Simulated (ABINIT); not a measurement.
## CsH (Pm-3m): G0W0 with ABINIT, start to end

Wanted: ground state, empty states, screening and self-energy for CsH (Pm-3m).

Calculated with ABINIT 10.8.3; LDA and many-body steps on it, plane waves.

**1. Set-up**

The structure is cubic, space group Pm-3m (No. 221). The conventional cell has a = 3.818 Å, b = 3.818 Å, c = 3.818 Å, α = 90.00°, β = 90.00°, γ = 90.00°. Nearest to Cs lie 8 H at 3.31 Å. Nearest to H lie 8 Cs at 3.31 Å. Farther neighbours are not listed.

The cell and positions are those that the Materials Project relaxed with its own functionals (PBE, PBE+U or r2SCAN), kept fixed. Spin-orbit coupling is left out unless a step names it.

**2. Ground state**

This step: ABINIT 10.8.3; DFT, LDA, plane waves, norm-conserving pseudopotentials.

The ground-state density comes first.

Input file run.abi:

```
acell 3*1.0 Angstrom
rprim 
  3.818408540000 0.000000000000 0.000000000000
  0.000000000000 3.818408540000 0.000000000000
  0.000000000000 0.000000000000 3.818408540000
ntypat 2
znucl 55 1
natom 2
typat 1 2
xred 
  0.000000000000 0.000000000000 0.000000000000
  0.500000000000 0.500000000000 0.500000000000
pp_dirpath "pseudos"
pseudos "Cs.upf, H.upf"
ecut 31
ngkpt 6 6 6
nshiftk 1
shiftk 0 0 0
kptopt 1
chksymbreak 0
nband 10
occopt 1
tolvrs 1e-10
nstep 60
prtwf 0
optforces 0
optstress 0
indata_prefix "in"
outdata_prefix "out"
tmpdata_prefix "tmp"
```

On the command line:

```sh
$ OMP_NUM_THREADS=1 mpirun -n 4 abinit run.abi > log
```

Numbers of over 12 decimals in the logs are rounded to 6 here.

Output:

```text
.Version 10.8.3 of ABINIT. v10.8.2 released Aug 2026.

 Symmetries : space group Pm -3 m (#221); Bravais cP (primitive cubic)
================================================================================
 Values of the parameters that define the memory need of the present run
     intxc =       0    ionmov =       0      iscf =       7    lmnmax =       8
     lnmax =       8     mgfft =      40  mpssoang =       4    mqgrid =    3001
     natom =       2  nloc_mem =       1    nspden =       1   nspinor =       1
    nsppol =       1      nsym =      48    n1xccc =    2501    ntypat =       2
    occopt =       1   xclevel =       1
-    mband =          10        mffmem =           1         mkmem =           5
       mpw =        3124          nfft =       64000          nkpt =          20
================================================================================
  Rough estimation (10% accuracy) of disk space for files :
================================================================================

--------------------------------------------------------------------------------
------------- Echo of variables that govern the present computation ------------
--------------------------------------------------------------------------------
 -outvars: echo values of preprocessed input variables --------
            acell      1.8897261259E+00  1.8897261259E+00  1.8897261259E+00 Bohr

      chksymbreak           0
             ecut      3.10000000E+01 Hartree
-          fftalg         312

              ixc       -1012
              kpt      0.00000000E+00  0.00000000E+00  0.00000000E+00
                       1.66666667E-01  0.00000000E+00  0.00000000E+00
                       3.33333333E-01  0.00000000E+00  0.00000000E+00
                       5.00000000E-01  0.00000000E+00  0.00000000E+00
                       1.66666667E-01  1.66666667E-01  0.00000000E+00
                       3.33333333E-01  1.66666667E-01  0.00000000E+00
                       5.00000000E-01  1.66666667E-01  0.00000000E+00
                       3.33333333E-01  3.33333333E-01  0.00000000E+00
                       5.00000000E-01  3.33333333E-01  0.00000000E+00
   [... 9 further rows ...]
                       5.00000000E-01  5.00000000E-01  3.33333333E-01
                       5.00000000E-01  5.00000000E-01  5.00000000E-01
         kptrlatt        6    0    0      0    6    0      0    0    6
          kptrlen      4.32944783E+01
P           mkmem           5
            natom           2
            nband          10
            ngfft          40      40      40
             nkpt          20
            nstep          60
             nsym          48
           ntypat           2
              occ      2.000000  2.000000  2.000000  2.000000  2.000000  0.000000
                       0.000000  0.000000  0.000000  0.000000
        optforces           0
        optstress           0
            prtwf           0
            rprim      3.8184085400E+00  0.0000000000E+00  0.0000000000E+00
[...]
spgroup         221

           tolvrs      1.00000000E-10

             xred      0.0000000000E+00  0.0000000000E+00  0.0000000000E+00
[...]
znucl       55.00000    1.00000

================================================================================

 chkinp: Checking input parameters for consistency.

================================================================================
== DATASET  1 ==================================================================
-   mpi_nproc: 4, omp_nthreads: 1 (-1 if OMP is not activated)

--- !DatasetInfo
iteration_state: {dtset: 1, }
dimensions: {natom: 2, nkpt: 20, mband: 10, nsppol: 1, nspinor: 1, nspden: 1, mpw: 3124, }
cutoff_energies: {ecut:  31.0, pawecutdg:  -1.0, }
electrons: {nelect:   1.00000000E+01, charge:   0.00000000E+00, occopt:   1.00000000E+00, tsmear:   1.00000000E-02, }

 Real(R)+Recip(G) space primitive vectors, cartesian coordinates (Bohr,Bohr^-1):
 R(1)=  7.2157464  0.0000000  0.0000000  G(1)=  0.1385858  0.0000000  0.0000000
 R(2)=  0.0000000  7.2157464  0.0000000  G(2)=  0.0000000  0.1385858  0.0000000
 R(3)=  0.0000000  0.0000000  7.2157464  G(3)=  0.0000000  0.0000000  0.1385858
 Unit cell volume ucvol=  3.7570224E+02 bohr^3
 Angles (23,13,12)=  9.00000000E+01  9.00000000E+01  9.00000000E+01 degrees

 getcut: wavevector=  0.0000  0.0000  0.0000  ngfft=  40  40  40
         ecut(hartree)=     31.000   => boxcut(ratio)=   2.21173

 getcut : COMMENT -
  Note that boxcut > 2.2 ; recall that boxcut=Gcut(box)/Gcut(sphere) = 2
  is sufficient for exact treatment of convolution.
  Such a large boxcut is a waste : you could raise ecut
  e.g. ecut=   37.911173 Hartrees makes boxcut=2

--- Pseudopotential description ------------------------------------------------
- Cs Generated using ONCVPSP code by D. R. Hamann
- 55.00000   9.00000  201201                  znucl, zion, pspdat
12 -1012 3 -1 2328                            pspcod,pspxc,lmax,lloc,mmax
     nproj     2     2     2     2
  pspatm : epsatm=   21.68725381
         --- l  ekb(1:nproj) -->
[...]
pspatm: atomic psp has been read  and splines computed

- H Generated using ONCVPSP code by D. R. Hamann
-  1.00000   1.00000  180309                  znucl, zion, pspdat
12 -1012 1 -1 1180                            pspcod,pspxc,lmax,lloc,mmax
     nproj     2     1     0     0
  pspatm : epsatm=    0.35439867
         --- l  ekb(1:nproj) -->
             0   -1.665338   -0.519510
             1   -0.275071
 pspatm: atomic psp has been read  and splines computed

   2.20416525E+02                                ecore*ucvol(ha*bohr**3)
--------------------------------------------------------------------------------

_setup2: Arith. and geom. avg. npw (full set) are    3096.431    3096.400

================================================================================

--- !BeginCycle
iteration_state: {dtset: 1, }
solver: {iscf: 7, nstep: 60, nline: 4, wfoptalg: 0, }
tolerances: {tolvrs: 1.00E-10, }

     iter   Etot(hartree)      deltaE(h)  residm     vres2
 ETOT  1  -23.997470514663    -2.400E+01 2.145E-02 1.848E+02
 ETOT  2  -24.027199240022    -2.973E-02 3.040E-03 1.025E+00
 ETOT  3  -24.027444452491    -2.452E-04 5.630E-04 6.028E-01
 ETOT  4  -24.027489779309    -4.533E-05 1.928E-04 1.178E-03
 ETOT  5  -24.027490015139    -2.358E-07 4.084E-04 2.575E-05
 ETOT  6  -24.027490025628    -1.049E-08 2.154E-04 1.484E-06
 ETOT  7  -24.027490026184    -5.566E-10 2.925E-04 1.007E-07
 ETOT  8  -24.027490026223    -3.823E-11 1.161E-04 2.986E-09
 ETOT  9  -24.027490026224    -1.641E-12 1.598E-04 1.404E-11

 At SCF step    9       vres2   =  1.40E-11 < tolvrs=  1.00E-10 =>converged.

--- !ResultsGS
iteration_state: {dtset: 1, }
comment   : Summary of ground state results
lattice_vectors:
- [  7.2157464,   0.0000000,   0.0000000, ]
- [  0.0000000,   7.2157464,   0.0000000, ]
- [  0.0000000,   0.0000000,   7.2157464, ]
lattice_lengths: [   7.21575,    7.21575,    7.21575, ]
lattice_angles: [ 90.000,  90.000,  90.000, ] # degrees, (23, 13, 12)
lattice_volume:   3.7570224E+02
convergence: {deltae: -1.641E-12, res2:  1.404E-11, residm:  1.598E-04, diffor:  0.000E+00, }
etotal    :  -2.40274900E+01
entropy   :   0.00000000E+00
fermie    :   9.74770386E-02
cartesian_stress_tensor: null
pressure_GPa: null
xred      :
- [  0.0000E+00,   0.0000E+00,   0.0000E+00, Cs]
- [  5.0000E-01,   5.0000E-01,   5.0000E-01,  H]
cartesian_forces: null
force_length_stats: {min: null, max: null, mean: null, }

 Integrated electronic density in atomic spheres:
 ------------------------------------------------
 Atom  Sphere_radius  Integrated_density
    1        2.00000          4.47155990
    2        2.00000          1.06597670
================================================================================

 ----iterations are completed or convergence reached----

 Mean square residual over all n,k,spin=   11.098E-07; max=  15.977E-05
 reduced coordinates (array xred) for    2 atoms
       0.000000000000      0.000000000000      0.000000000000
       0.500000000000      0.500000000000      0.500000000000
 rms dE/dt=  0.0000E+00; max dE/dt=  0.0000E+00; dE/dt below (all hartree)
    1       0.000000000000      0.000000000000      0.000000000000
    2       0.000000000000      0.000000000000      0.000000000000

 cartesian coordinates (angstrom) at end:
    1      0.000000     0.000000     0.000000
    2      1.909204     1.909204     1.909204
 length scales=  1.889726125908  1.889726125908  1.889726125908 bohr
              =  1.000000000000  1.000000000000  1.000000000000 angstroms
 prteigrs : about to open file out_EIG
 Fermi (or HOMO) energy (hartree) =   0.09748   Average Vxc (hartree)=  -0.30894
 Eigenvalues (hartree) for nkpt=  20  k points:
 kpt#   1, nband= 10, wtk=  0.00463, kpt=  0.0000  0.0000  0.0000 (reduced coord)
  -0.70814   -0.19339   -0.19339   -0.19339    0.01979    0.21163    0.21163    0.35371
   0.44236    0.44286
 prteigrs : prtvol=0 or 1, do not print more k-points.

--- !EnergyTerms
iteration_state     : {dtset: 1, }
comment             : Components of total free energy in Hartree
kinetic             :  5.64818551155272E+00
hartree             :  2.82510975350166E+00
xc                  : -7.19556179025087E+00
Ewald energy        : -1.71218074924922E+01
psp_core            :  5.86678767244908E-01
local_psp           : -1.20726242277952E+01
non_local_psp       :  3.30252945201472E+00
total_energy        : -2.40274900262243E+01
total_energy_eV     : -6.53821311625045E+02
band_energy         : -2.55694101041223E+00

== END DATASET(S) ==============================================================
================================================================================

 -outvars: echo values of variables after computation  --------
           etotal     -2.4027490026E+01
            nband          10
             nkpt          20
          spgroup         221
 [... the other variables as echoed above ...]

 Calculation completed.
```

It took 5.6 s on 4 MPI ranks of Intel Xeon Platinum 8488C (Sapphire Rapids), shared host; peak memory 0.32 GiB; 22 s of CPU time.

Numbers from this step:

```
total energy               : -653.8213 eV
gap                        : 2.297 eV
k of the valence top       : 0.5, 0.5, 0.5
k of the conduction bottom : 0.5, 0, 0
least direct gap           : 2.488 eV
```

The gap is indirect, with the least direct gap 0.19 eV higher.

(Continued in part 2 of 3.)

[Paths, hosts, dates, memory and timing lines, banners, echoed tables and standing remarks are left out of the program output.]

[Logs are printed without paths, hosts, clocks, repeated set-up lines and the standing remarks that a program may print on its own settings, such as how far it seeks lower states.]

[Runs of the session that timed out or met a known fault of the program may be left out.]

[Hosts, paths, dates, database ids (printed as entryN), source tags and the programs' standing remarks are cut or masked in the printed files.]

[G0W0 gaps are taken among the corrected bands and points alone; a level outside them can change the order at an edge.]

[Where Ansatz stands beside ABINIT at settings called matched, ABINIT's density can come from a denser mesh and the files from another edition; pairs whose starting gaps differed by over 0.03 eV were left out, so agreement reads better than it is.]
